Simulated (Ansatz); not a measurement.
## GaN(111) slab, H on both faces (54 atoms): a reference run and its variants

The cell holds 54 atoms: 18 Ga, 18 N and 18 H. Cell: a = 9.546 Å, b = 9.546 Å, c = 17.828 Å, α = 90.0°, β = 90.0°, γ = 120.0°. It derives from GaN (zinc-blende). Zinc-blende GaN (a = 4.5 Å), (111) slab of 4 atomic planes, 3 x 3 surface cells, H on the broken bonds of both faces, 12 Å of vacuum; displaced by a Gaussian of 0.02 Å. Regions: slab, 36 atoms (18 Ga and 18 N); hydrogen, 18 atoms (18 H). Vacuum lies along c.

Geometry: as built.

Reference run: Kohn-Sham DFT, PBE, PAW (set soft_2), plane waves (Ansatz 0.2.0), cutoff 420 eV, k-mesh 4×4×1, gaussian smearing of 0.05 eV.

| Item | Value |
| --- | --- |
| r.m.s. force component | 0.9752 eV/Å |
| gap (highest filled to lowest empty level) | 1.474 eV |
| SCF cycles | 9 |
| time | 79 s on 8 threads of Arm Neoverse V2, shared host |

**Question.** The cell is repeated and solved at Γ. How do error, time and memory go?
- plane waves, 54 atoms (1×1×1)
- support functions, 54 atoms (1×1×1)
- plane waves, 216 atoms (2×2×1)
- support functions, 216 atoms (2×2×1)

Differences are against the typed cell on a 4×4×1 mesh, which samples like Γ on 864 atoms (r.m.s. force component 0.975 eV/Å, gap 1.47 eV). Every repeated cell is solved at Γ, and forces are averaged over the copies of each atom. Hardware: 8 threads of Arm Neoverse V2, shared host.

| atoms | repeats | basis | Δ force, r.m.s. (meV/Å) | Δ energy (meV/atom) | less plane waves of the same size (meV/atom) | gap (eV) | spread among copies (meV/Å) | SCF cycles | time | host memory (GiB) |
| --- | --- | --- | --- | --- | --- | --- | --- | --- | --- | --- |
| 54 | 1×1×1 | plane waves | 46.4 | 43.9 | - | - | - | 9 | 3.4 s | 1.3 |
| 54 | 1×1×1 | support functions | 45.1 | 40.1 | -3.8 | 1.49 | - | 13 | 43 s | 3.0 |
| 216 | 2×2×1 | plane waves | 2.10 | 0.537 | - | - | 0 | 10 | 67 s | 9.7 |
| 216 | 2×2×1 | support functions | 4.30 | -3.33 | -3.9 | 1.48 | 0.18 | 13 | 2.8 min | 7.6 |

Repeating the cell at Γ samples more k-points: in plane waves the energy difference from the dense mesh goes from 43.9 meV/atom at 54 atoms to 0.537 at 216, and the force difference from 46 to 2.1 meV/Å. At equal size the support functions lie 3.8 to 3.9 meV/atom below plane waves, likely because their grid holds more waves than 420 eV; no run tests this. At the largest size the support functions' forces differ from the reference by 0.44 % of the r.m.s. force, which holds the difference of sampling between the two as well as that of the basis. In some support-function runs the search for missed states was left out or partial.

[Hosts, paths, dates, database ids (printed as entryN), source tags and the programs' standing remarks are cut or masked in the printed files.]
